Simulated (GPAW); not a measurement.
# Quasiparticle gap of SnO (Romarchite) in GPAW

Aim: the G0W0 gap of SnO (Romarchite) on LDA, step by step.

Calculated with GPAW 26.7.0; LDA and many-body steps on it, plane waves.

**1. The starting structure**

It takes space group P4/nmm (No. 129, tetragonal). The conventional cell has a = 3.799 Å, b = 3.799 Å, c = 4.841 Å, α = 90.00°, β = 90.00°, γ = 90.00°. Sn has 4 O at 2.22 Å nearest. Nearest to O lie 4 Sn at 2.22 Å. Farther neighbours and most contacts between anions are not listed.

The cell and positions come from the Crystallography Open Database and are kept as given unless a step says otherwise.

**2. Ground state**

This step: GPAW 26.7.0; DFT, LDA, plane waves, PAW.

The ground-state density comes first.

Input file run.py:

```python
import json
import numpy as np
from gpaw.mpi import world
from ase import Atoms
from gpaw import GPAW, PW, FermiDirac

atoms = Atoms(['Sn', 'Sn', 'O', 'O'],
    cell=[[3.7986000000, 0.0000000000, 0.0000000000],
      [0.0000000000, 3.7986000000, 0.0000000000],
      [0.0000000000, 0.0000000000, 4.8408000000]],
    scaled_positions=[[0.5000000000, 0.0000000000, 0.2369000000],
      [0.0000000000, 0.5000000000, 0.7631000000],
      [0.0000000000, 0.0000000000, 0.0000000000],
      [0.5000000000, 0.5000000000, 0.0000000000]],
    pbc=(True, True, True))
calc = GPAW(mode=PW(600),
    xc='LDA',
    kpts={'size': (6, 6, 6), 'gamma': True},
    occupations=FermiDirac(0.001),
    nbands=-8,
    convergence={'density': 1e-6, 'bands': -3},
    maxiter=100,
    txt='gs.txt')
atoms.calc = calc
res = {'energy': atoms.get_potential_energy()}
kpts = calc.get_ibz_k_points()
res['kpts'] = kpts
res['eigenvalues'] = [calc.get_eigenvalues(kpt=k) for k in range(len(kpts))]
res['n_electrons'] = calc.get_number_of_electrons()
calc.write('gs.gpw')

if world.rank == 0:
    with open('result.json', 'w') as f:
        json.dump(res, f, default=lambda x: x.tolist())
```

Run with:

```console
> mpirun -n 4 gpaw python run.py
```

Numbers of over 12 decimals in the logs are rounded to 6 here.

What it wrote:

```text
__  _  _
 | _ |_)|_||  |
 |__||  | ||/\| - 26.7.0

Input parameters:
  mode=PW(ecut=600.0),
  convergence={'density': 1e-06, 'bands': -3},
  kpts=MonkhorstPack(size=(6, 6, 6), gamma=True),
  maxiter=100,
  nbands=-8,
  occupations=Occupations(name='fermi-dirac', width=0.001, fixmagmom=False),
  xc=XC(name='LDA')
  [... matrices ...]
Diagonalizing LCAO Hamiltonian
Converting LCAO to pw mode
   .--------.
  /|        |
 *Sn        |
 | |        |
 | |        |
 | |        |
 | .--------.
 |/  Sn    /
 O--------*

Atoms  # Å, Bohr magnetons
|   | symbol |        x |        y |        z |    initial magnetic moments |
| 0 |     Sn | 1.899300 | 0.000000 | 1.146786 | ( 0.0000,  0.0000,  0.0000) |
| 1 |     Sn | 0.000000 | 1.899300 | 3.694014 | ( 0.0000,  0.0000,  0.0000) |
| 2 |      O | 0.000000 | 0.000000 | 0.000000 | ( 0.0000,  0.0000,  0.0000) |
| 3 |      O | 1.899300 | 1.899300 | 0.000000 | ( 0.0000,  0.0000,  0.0000) |

Unit cell  # Å
| periodic |        x |        y |        z |  lengths |    angles |
|      yes | 3.798600 | 0.000000 | 0.000000 | 3.798600 | 90.000000 |
|      yes | 0.000000 | 3.798600 | 0.000000 | 3.798600 | 90.000000 |
|      yes | 0.000000 | 0.000000 | 4.840800 | 4.840800 | 90.000000 |

Number of symmetries: 8
Symmetry operations  # r_c * U_cc + t_c -> r_c
|   | kind |            matrix            |
| 0 |  E   |  1, 0, 0,  0, 1, 0,  0, 0, 1 |
| 1 |  σ   |  1, 0, 0,  0,-1, 0,  0, 0, 1 |
| 2 |  C2  |  0, 1, 0,  1, 0, 0,  0, 0,-1 |
| 3 |  S4  |  0, 1, 0, -1, 0, 0,  0, 0,-1 |
| 4 |  S4  |  0,-1, 0,  1, 0, 0,  0, 0,-1 |
| 5 |  C2  |  0,-1, 0, -1, 0, 0,  0, 0,-1 |
| 6 |  σ   | -1, 0, 0,  0, 1, 0,  0, 0, 1 |
| 7 |  C2  | -1, 0, 0,  0,-1, 0,  0, 0, 1 |

BZ-sampling:
  Number of BZ points: 216
  Number of IBZ points: 40

  Monkhorst-Pack size: [6, 6, 6]
  Monkhorst-Pack shift: [0.083333, 0.083333, 0.083333]

K-points  # in reciprocal-cell coordinates
|     |                                coordinates |     weight |
|   0 | (  0.00000000,   0.00000000,   0.00000000) | 0.00462963 |
|   1 | (  0.00000000,   0.00000000,   0.16666667) | 0.00925926 |
|   2 | (  0.00000000,   0.00000000,   0.33333333) | 0.00925926 |
|   3 | (  0.00000000,   0.00000000,   0.50000000) | 0.00462963 |
|   4 | (  0.16666667,   0.00000000,   0.00000000) | 0.01851852 |
|   5 | (  0.16666667,   0.00000000,   0.16666667) | 0.03703704 |
|   6 | (  0.16666667,   0.00000000,   0.33333333) | 0.03703704 |
|   7 | (  0.16666667,   0.00000000,   0.50000000) | 0.01851852 |
|   8 | (  0.16666667,   0.16666667,   0.00000000) | 0.01851852 |
|   9 | (  0.16666667,   0.16666667,   0.16666667) | 0.03703704 |
| ... |                                            |            |
|  39 | (  0.50000000,   0.50000000,   0.50000000) | 0.00462963 |

Plane wave coefficients: 2354
Cutoff: 600.0 eV

Spin-components: 1 (collinear spins)
Bands:           28
Projectors:      22
Spin-degeneracy: 2
Datatype:        complex128

  Storage: CPU
  Wave functions: 42_058_240 bytes (10_514_560 per core)
  Projectors: 36_049_920 bytes (9_012_480 per core)
  [... matrices ...]
Parallelization:
  kpt:    4
  domain: 1
  band:   1

Density:
  Valence electrons: 40.0
  Components: 1
  Grid points: [24 24 28]
  Charge: 0.0  # |e|

Potential:
  Grid points: [24 24 28]

species:
  Sn:
    name:    Tin
    Z:       50.0
    valence: 14
    core:    36
    charge:  0.0  # [|e|]
    compensation charges:
      type: gauss
      rc: 0.38  # [Å]
      lmax: 2
    cutoffs:
      filter: 2.23  # [Å]
      core: 2.35  # [Å]
    projectors
    | kind |    occ | energy [eV] | rcut [Å] |
    |   5s |  2.000 |     -10.799 |    1.201 |
    |   5p |  2.000 |      -3.869 |    1.270 |
    |   4d | 10.000 |     -25.910 |    1.185 |
    |    s |        |      16.413 |    1.201 |
    |    p |        |      23.342 |    1.270 |
    |    d |        |       1.302 |    1.185 |

    Using partial waves for Sn as LCAO basis

  O:
    name:    Oxygen
    Z:       8.0
    valence: 6
    core:    2
    charge:  0.0  # [|e|]
    compensation charges:
      type: gauss
      rc: 0.21  # [Å]
      lmax: 2
    cutoffs:
      filter: 1.17  # [Å]
      core: 0.83  # [Å]
    projectors
    | kind |    occ | energy [eV] | rcut [Å] |
    |   2s |  2.000 |     -23.752 |    0.688 |
    |   2p |  4.000 |      -9.195 |    0.598 |
    |    s |        |       3.459 |    0.688 |
    |    p |        |      18.016 |    0.598 |
    |    d |        |       0.000 |    0.619 |

    Using partial waves for O as LCAO basis

Reference energy: -339786.989759  # eV

eigensolver:
  PPCG
  Converge bands: -3
  niter=2

density mixing:
  MSR1-Mixer
  Pratt-step length: 0.05
  Maximum mixing coefficient: 0.75
  Old densities: 10
  SVD Regularization: 0.005
  Good broyden scale: 1.0
  Trust region scale: 1.0
  Backstep threshold: 4.0
  History deletion threshold: 6.0
  Fourier metric: weight=20.0, sigma=0.015

occupation numbers:
  Fermi-Dirac:
    width: 0.0010  # eV

poisson solver:
  ecut: 4800.0  # eV

xc functional:
  name: None

Initialization done in: 2.439 s

convergence criteria:
- Maximum integral of absolute [dens]ity change: 1e-06 electrons / valence electron
- Maximum [total energy] change in last 3 cyles: 0.0005 eV / valence electron
- Maximum integral of absolute [eigenst]ate change: 4e-08 eV^2 / valence electron
maximum number of iterations: 100

SCF iterations
|iter     |     time |      energy | eigst |  dens |
|iter:   1|  |  -29.751510 | +0.63 |       |
|iter:   2|  |  -28.750757 | -0.84 | -1.02 |
|iter:   3|  |  -26.604356 | -0.59 | -1.08 |
|iter:   4|  |  -26.560512 | -2.33 | -1.57 |
|iter:   5|  |  -26.544444 | -3.00 | -1.82 |
|iter:   6|  |  -26.544293c| -4.18 | -2.66 |
|iter:   7|  |  -26.544312c| -5.47 | -3.27 |
|iter:   8|  |  -26.544314c| -6.00 | -3.86 |
|iter:   9|  |  -26.544312c| -6.55 | -4.23 |
|iter:  10|  |  -26.544312c| -8.33c| -4.89 |
|iter:  11|  |  -26.544312c| -8.64c| -5.34 |
|iter:  12|  |  -26.544312c| -8.95c| -6.04c|

Converged in 12 steps
SCF loop duration: 13.238 s (1.103 s/step)
Energy contributions relative to reference atoms: (reference = -339786.989759)
  [... matrices ...]
Energy contributions:
  Kinetic:          29.511116
  Coulomb:         -28.422829
  Zero:              0.004822
  External:          0.000000
  Xc:              -27.637422
  Entropy:          -0.000000
  Spinorbit:         0.000000
  ----------------------------
  Free energy:     -26.544312
  Extrapolated:    -26.544312

dipole moment: (-23.520299, -23.520299, -27.155199)  # |e|*Ang

Fermi level: 6.445
Eigenvalues  # (at kpt = [0.000, 0.000, 0.000])
| band index |      eig [eV] | occ [0-2] |
|          0 |       -15.389 |     2.000 |
|        ... |               |           |
|         12 |        -1.325 |     2.000 |
|         13 |        -0.187 |     2.000 |
|         14 |         0.093 |     2.000 |
|         15 |         0.093 |     2.000 |
|         16 |         2.962 |     2.000 |
|         17 |         3.244 |     2.000 |
|         18 |         3.244 |     2.000 |
|         19 |         6.426 |     2.000 |
|         20 |         8.505 |     0.000 |
|         21 |        10.643 |     0.000 |
|         22 |        11.185 |     0.000 |
|         23 |        11.185 |     0.000 |
|         24 |        12.051 |     0.000 |
|         25 |        12.051 |     0.000 |
|         26 |        13.253 |     0.000 |
|         27 |        13.679 |     0.000 |

Gap: 0.147 eV
Transition (v -> c):
  (s=0, k=0, n=19, [0.00, 0.00, 0.00]) -> (s=0, k=36, n=20, [0.50, 0.50, 0.00])
Direct/indirect transitions are different
Direct gap: 1.965 eV
Transition at: (s=0, k=1, n=19, [0.00, 0.00, 0.17])
# Writing to gs.gpw (mode='')
  [... matrices ...]
```

Run time: 18 s. Hardware: 4 MPI ranks of Intel Xeon Platinum 8488C (Sapphire Rapids), shared host; peak memory 0.77 GiB.

This step gave:

* total energy: -26.54 eV
* gap: 0.1472 eV
* k of the valence top: 0, 0, 0
* k of the conduction bottom: 0.5, 0.5, 0
* least direct gap: 1.965 eV

The gap is indirect, with the least direct gap 1.82 eV higher.

**3. Bands along the symmetry lines**

The cheap functional maps the bands first; the places of the edges decide which points the dearer methods must see.

Input file run.py:

```python
import json
import numpy as np
from gpaw.mpi import world
from gpaw import GPAW

path = [[0.000000, 0.000000, 0.000000],
    [0.000000, 0.062500, 0.000000],
    [0.000000, 0.125000, 0.000000],
    [0.000000, 0.187500, 0.000000],
    [0.000000, 0.250000, 0.000000],
    [0.000000, 0.312500, 0.000000],
    [0.000000, 0.375000, 0.000000],
    [0.000000, 0.437500, 0.000000],
    [0.000000, 0.500000, 0.000000],
    [0.062500, 0.500000, 0.000000],
    [0.125000, 0.500000, 0.000000],
    [0.187500, 0.500000, 0.000000],
    [0.250000, 0.500000, 0.000000],
    [0.312500, 0.500000, 0.000000],
    [0.375000, 0.500000, 0.000000],
    [0.437500, 0.500000, 0.000000],
    [0.500000, 0.500000, 0.000000],
    [0.437500, 0.437500, 0.000000],
    [0.375000, 0.375000, 0.000000],
    [0.312500, 0.312500, 0.000000],
    [0.250000, 0.250000, 0.000000],
    [0.187500, 0.187500, 0.000000],
    [0.125000, 0.125000, 0.000000],
    [0.062500, 0.062500, 0.000000],
    [0.000000, 0.000000, 0.000000],
    [0.000000, 0.000000, 0.062500],
    [0.000000, 0.000000, 0.125000],
    [0.000000, 0.000000, 0.187500],
    [0.000000, 0.000000, 0.250000],
    [0.000000, 0.000000, 0.312500],
    [0.000000, 0.000000, 0.375000],
    [0.000000, 0.000000, 0.437500],
    [0.000000, 0.000000, 0.500000],
    [0.000000, 0.062500, 0.500000],
    [0.000000, 0.125000, 0.500000],
    [0.000000, 0.187500, 0.500000],
    [0.000000, 0.250000, 0.500000],
    [0.000000, 0.312500, 0.500000],
    [0.000000, 0.375000, 0.500000],
    [0.000000, 0.437500, 0.500000],
    [0.000000, 0.500000, 0.500000],
    [0.062500, 0.500000, 0.500000],
    [0.125000, 0.500000, 0.500000],
    [0.187500, 0.500000, 0.500000],
    [0.250000, 0.500000, 0.500000],
    [0.312500, 0.500000, 0.500000],
    [0.375000, 0.500000, 0.500000],
    [0.437500, 0.500000, 0.500000],
    [0.500000, 0.500000, 0.500000],
    [0.437500, 0.437500, 0.500000],
    [0.375000, 0.375000, 0.500000],
    [0.312500, 0.312500, 0.500000],
    [0.250000, 0.250000, 0.500000],
    [0.187500, 0.187500, 0.500000],
    [0.125000, 0.125000, 0.500000],
    [0.062500, 0.062500, 0.500000],
    [0.000000, 0.000000, 0.500000],
    [0.000000, 0.500000, 0.000000],
    [0.000000, 0.500000, 0.062500],
    [0.000000, 0.500000, 0.125000],
    [0.000000, 0.500000, 0.187500],
    [0.000000, 0.500000, 0.250000],
    [0.000000, 0.500000, 0.312500],
    [0.000000, 0.500000, 0.375000],
    [0.000000, 0.500000, 0.437500],
    [0.000000, 0.500000, 0.500000],
    [0.500000, 0.500000, 0.000000],
    [0.500000, 0.500000, 0.062500],
    [0.500000, 0.500000, 0.125000],
    [0.500000, 0.500000, 0.187500],
    [0.500000, 0.500000, 0.250000],
    [0.500000, 0.500000, 0.312500],
    [0.500000, 0.500000, 0.375000],
    [0.500000, 0.500000, 0.437500],
    [0.500000, 0.500000, 0.500000]]
calc = GPAW('gs.gpw').fixed_density(kpts=path,
    symmetry='off',
    nbands=30,
    convergence={'bands': 26},
    txt='bands.txt')
res = {}
kpts = calc.get_ibz_k_points()
res['kpts'] = kpts
res['eigenvalues'] = [calc.get_eigenvalues(kpt=k) for k in range(len(kpts))]
res['n_electrons'] = calc.get_number_of_electrons()

if world.rank == 0:
    with open('result.json', 'w') as f:
        json.dump(res, f, default=lambda x: x.tolist())
```

Run with:

```console
> mpirun -n 4 gpaw python run.py
```

What it wrote:

```text
Diagonalizing LCAO Hamiltonian
Converting LCAO to pw mode
convergence criteria:
- Maximum integral of absolute [eigenst]ate change: 4e-08 eV^2 / valence electron
maximum number of iterations: 100

SCF iterations
|iter     |     time |      energy | eigst |  dens |
|iter:   1|  |             | +0.90 |       |
|iter:   2|  |             | -0.69 |       |
|iter:   3|  |             | -2.16 |       |
|iter:   4|  |             | -3.51 |       |
|iter:   5|  |             | -4.66 |       |
|iter:   6|  |             | -5.86 |       |
|iter:   7|  |             | -7.02 |       |
|iter:   8|  |             | -7.81c|       |
SCF steps: 8
  __  _  _
 | _ |_)|_||  |
 |__||  | ||/\| - 26.7.0

Input parameters:
  mode=PW(ecut=600.0),
  convergence={'bands': 26},
  gpts=array([24, 24, 28]),
  kpts=KPoints(kpts=array([[0.    , 0.    , 0.    ],
         [0.    , 0.0625, 0.    ],
         [0.    , 0.125 , 0.    ],
         [0.    , 0.1875, 0.    ],
         [0.    , 0.25  , 0.    ],
         [0.    , 0.3125, 0.    ],
         [0.    , 0.375 , 0.    ],
[...]
[0.0625, 0.5   , 0.    ],
[...]
[0.1875, 0.5   , 0.    ],
[...]
[0.3125, 0.5   , 0.    ],
[...]
[0.4375, 0.4375, 0.    ],
[...]
[0.3125, 0.3125, 0.    ],
[...]
[0.1875, 0.1875, 0.    ],
[...]
[0.    , 0.    , 0.0625],
[...]
[0.    , 0.    , 0.1875],
[...]
[0.    , 0.    , 0.3125],
[...]
[0.    , 0.3125, 0.5   ],
[...]
[0.    , 0.4375, 0.5   ],
[...]
[0.3125, 0.5   , 0.5   ],
[...]
[0.4375, 0.5   , 0.5   ],
[...]
[0.1875, 0.1875, 0.5   ],
[...]
[0.0625, 0.0625, 0.5   ],
[...]
[0.5   , 0.5   , 0.25  ],
         [0.5   , 0.5   , 0.3125],
         [0.5   , 0.5   , 0.375 ],
         [0.5   , 0.5   , 0.4375],
         [0.5   , 0.5   , 0.5   ]])),
  maxiter=100,
  nbands=30,
  occupations=Occupations(name='fermi-dirac', width=0.001, fixmagmom=False),
  parallel={},
  symmetry=Symmetry(point_group=False, time_reversal=False),
  xc=XC(name='LDA')
  [... matrices ...]
timing:  # [seconds]
  Total: 0.044  # ━━━━━━━━━━━━━━━━━━━━━━━━━━━━━━━━━━━━━━━━━━━━━━━━━━━━━━━━━━━
```

Elapsed: 21 s, on 4 MPI ranks; peak memory 0.89 GiB.

This step gave:

```
gap                        : 0.1283 eV
k of the valence top       : 0.0625, 0.0625, 0
k of the conduction bottom : 0.5, 0.5, 0
least direct gap           : 1.973 eV
```

The gap is 0.128 eV, −0.019 eV from the run before at this level.

Electronic bands along the path, in eV, zero at the top of the highest filled band:

```
    point  band 17  band 18  band 19  band 20  band 21  band 22  band 23  band 24
        Γ    -3.48    -3.20    -3.20    -0.02     2.06     4.20     4.74     4.74
  halfway    -4.15    -3.74    -3.58    -0.44     2.79     3.41     4.71     5.11
        X    -4.90    -4.90    -2.67    -2.67     3.15     3.15     5.90     5.90
  halfway    -3.54    -3.54    -2.37    -2.37     1.89     1.89     4.82     4.82
        M    -2.52    -2.52    -1.86    -1.86     0.13     0.13     4.42     4.42
  halfway    -4.48    -4.10    -2.80    -0.65     1.97     3.09     4.13     4.58
        Γ    -3.48    -3.20    -3.20    -0.02     2.06     4.20     4.74     4.74
  halfway    -3.51    -3.21    -3.21    -0.61     1.54     3.54     3.54     4.19
        Z    -3.22    -3.22    -3.12    -2.18     1.51     2.95     2.95     3.68
  halfway    -4.08    -3.74    -2.02    -1.56     1.37     2.76     3.61     5.84
        R    -4.87    -4.87    -1.71    -1.71     2.57     2.57     5.42     5.42
  halfway    -3.35    -3.35    -2.08    -2.08     2.80     2.80     3.71     3.71
        A    -2.66    -2.66    -2.52    -2.52     2.41     2.41     3.99     3.99
  halfway    -4.61    -2.80    -2.01    -1.90     1.62     2.71     3.61     5.52
        Z    -3.22    -3.22    -3.12    -2.18     1.51     2.95     2.95     3.68
jump to X    -4.90    -4.90    -2.67    -2.67     3.15     3.15     5.90     5.90
  halfway    -4.88    -4.88    -2.16    -2.16     2.85     2.85     5.65     5.65
        R    -4.87    -4.87    -1.71    -1.71     2.57     2.57     5.42     5.42
jump to M    -2.52    -2.52    -1.86    -1.86     0.13     0.13     4.42     4.42
  halfway    -2.52    -2.52    -2.29    -2.29     0.98     0.98     5.07     5.07
        A    -2.66    -2.66    -2.52    -2.52     2.41     2.41     3.99     3.99
```

**4. Empty states on the mesh, 4×4×4 mesh, 231 bands**

The sums over transitions need many empty states on a uniform mesh; this step solves for them.

Input file run.py:

```python
import json
import numpy as np
from gpaw.mpi import world
from gpaw import GPAW

calc = GPAW('gs.gpw').fixed_density(kpts={'size': (4, 4, 4), 'gamma': True},
    parallel={'domain': 1, 'band': 1},
    txt='nscf.txt')
calc.diagonalize_full_hamiltonian(nbands=231)
calc.write('full.gpw', mode='all')
res = {}
kpts = calc.get_ibz_k_points()
res['kpts'] = kpts
res['eigenvalues'] = [calc.get_eigenvalues(kpt=k) for k in range(len(kpts))]
res['n_electrons'] = calc.get_number_of_electrons()

if world.rank == 0:
    with open('result.json', 'w') as f:
        json.dump(res, f, default=lambda x: x.tolist())
```

Run with:

```console
> mpirun -n 4 gpaw python run.py
```

What it wrote:

```text
Diagonalizing LCAO Hamiltonian
Converting LCAO to pw mode
convergence criteria:
- Maximum integral of absolute [eigenst]ate change: 4e-08 eV^2 / valence electron
maximum number of iterations: 100

SCF iterations
|iter     |     time |      energy | eigst |  dens |
|iter:   1|  |             | +0.87 |       |
|iter:   2|  |             | -0.75 |       |
|iter:   3|  |             | -2.10 |       |
|iter:   4|  |             | -3.45 |       |
|iter:   5|  |             | -4.58 |       |
|iter:   6|  |             | -5.79 |       |
|iter:   7|  |             | -6.93 |       |
|iter:   8|  |             | -7.64c|       |
SCF steps: 8
  __  _  _
 | _ |_)|_||  |
 |__||  | ||/\| - 26.7.0

Input parameters:
  mode=PW(ecut=600.0),
  convergence={'density': 1e-06, 'bands': -3},
  gpts=array([24, 24, 28]),
  kpts=MonkhorstPack(size=(4, 4, 4), gamma=True),
  maxiter=100,
  nbands=28,
  occupations=Occupations(name='fermi-dirac', width=0.001, fixmagmom=False),
  parallel={'domain': 1, 'band': 1},
  xc=XC(name='LDA')
Matrix size: 2348x2348
# Writing to full.gpw (mode='all')
  [... matrices ...]

timing:  # [seconds]
  Total: 39.535  # ━━━━━━━━━━━━━━━━━━━━━━━━━━━━━━━━━━━━━━━━━━━━━━━━━━━━━━━━━━
```

Elapsed: 46 s, on 4 MPI ranks; peak memory 2.5 GiB; 3.1 min of CPU time.

This step gave:

* gap: 0.1472 eV
* k of the valence top: 0, 0, 0
* k of the conduction bottom: 0.5, 0.5, 0
* least direct gap: 1.990 eV
* k points computed: 18
* lowest point of the top converged band, above the valence top: 108.8409 eV

On this mesh the gap is 0.147 eV.

(Continued in part 2 of 2.)

[Paths, hosts, dates, memory and timing lines, banners, echoed tables and standing remarks are left out of the program output.]

[Logs are printed without paths, hosts, clocks, repeated set-up lines and the standing remarks that a program may print on its own settings, such as how far it seeks lower states.]

[Runs of the session that timed out or met a known fault of the program may be left out.]

[Hosts, paths, dates, database ids (printed as entryN), source tags and the programs' standing remarks are cut or masked in the printed files.]
